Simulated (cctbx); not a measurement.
# Occupancies in EuBiF4

Cell a = 7.3410 Å, b = 11.0740 Å, c = 5.4310 Å, α = 90.00°, β = 124.07°, γ = 90.00°; space group C2/c (no. 15); nominal formula EuBiF4.

The data are simulated with cctbx, not measured: synchrotron X-rays, λ = 0.6889 Å, to d = 0.77 Å, 70 % of the full sphere, strongest reflection 5000 counts, noise from counting, a 4 % proportional error and a noise floor of 8 counts (s.d.); no absorption.

With every site full:

```text
Rint 0.038, 421 unique reflections to 0.77 A
cycle     R1     wR2    GooF  max shift (A)
   1  0.1008  0.2281   4.918   0.01410
   2  0.0307  0.0776   1.674   0.00007
final R1 0.0307 wR2 0.0776 GooF 1.674  parameters 28  data/parameter 15.0
atom        x        y        z      Ueq    occ   su(xyz)  su(Uiso or U11)
Bi1    0.50000  0.99794  0.75000   0.0084  1.000  0.00006  0.0004
Eu2    0.50000  0.63051  0.25000   0.0073  1.000  0.00009  0.0004
F1     0.12096  0.68021  0.09683   0.0175  1.000  0.00207  0.0048
F2     0.69802  0.56172  0.76811   0.0116  1.000  0.00186  0.0041
difference map: max 4.70 min -2.51 rms 0.62
Q1    0.0000  0.1050  0.2500    4    4.81  0.28 A from Eu2
Q2    0.0000  0.1667  0.2500    4    3.85  0.40 A from Eu2
Q3    0.0000  0.1292  0.7500    4    1.73  1.59 A from F2
Q4    0.2141  0.2108  0.7727    8    1.54  1.45 A from F1
Q5    0.1399  0.4522  0.3427    8    1.50  1.02 A from Bi1
Q6    0.1528  0.4548  0.8956    8    1.34  1.06 A from Bi1
```

With the occupancies of the suspect sites free, each still typed as its main element:

```text
Rint 0.038, 421 unique reflections to 0.77 A
cycle     R1     wR2    GooF  max shift (A)
   1  0.0476  0.1207   2.609   0.01088
   3  0.0193  0.0442   0.955   0.00013
final R1 0.0193 wR2 0.0442 GooF 0.954  parameters 30  data/parameter 14.0
atom        x        y        z      Ueq    occ   su(xyz)  su(Uiso or U11)
Bi1    0.50000  0.99792  0.75000   0.0068  0.946  0.00004  0.0002
Eu2    0.50000  0.63049  0.25000   0.0111  1.058  0.00005  0.0003
F1     0.11957  0.67950  0.09643   0.0177  1.000  0.00114  0.0028
F2     0.69850  0.56141  0.76975   0.0124  1.000  0.00106  0.0024
su of occupancy Bi1: 0.016
su of occupancy Eu2: 0.018
difference map: max 1.87 min -1.29 rms 0.39
Q1    0.0000  0.1304  0.7500    4    1.95  1.59 A from F2
Q2    0.2209  0.2133  0.7738    8    1.45  1.44 A from F1
Q3    0.2239  0.3690  0.1489    8    1.28  0.91 A from F2
Q4    0.1783  0.0785  0.9349    8    1.25  1.01 A from F2
Q5    0.1371  0.4527  0.3282    8    1.25  1.01 A from Bi1
Q6    0.2304  0.0680  0.3281    8    1.23  1.46 A from F2
```

**Question.** What is the disorder?

X-rays count electrons. Bi1 refines to 0.946(0.016), or 78.5 electrons; the site truly holds 0.8 Bi and 0.2 Eu, 79.0 electrons, which is 0.952 of Bi; Eu2 refines to 1.058(0.018), or 66.7 electrons; the site truly holds 0.8 Eu and 0.2 Bi, 67.0 electrons, which is 1.063 of Eu. A value under 1 can't tell vacancies from a lighter guest, and one over 1 needs a heavier guest; chemistry or a second radiation must settle which. Occupancy correlates with U and the scale, and the two elements' form factors differ in shape, so the match is approximate.

Freeing them takes R1 from 0.0307 to 0.0193 and GooF from 1.67 to 0.95.

The model was made for the exercise: a known structure type with other elements put in, its volume estimated, not relaxed; displacement parameters are assumed.

[Middle refinement cycles are left out of these outputs.]

[Logs are printed without paths, hosts, clocks, repeated set-up lines and the standing remarks that a program may print on its own settings, such as how far it seeks lower states.]
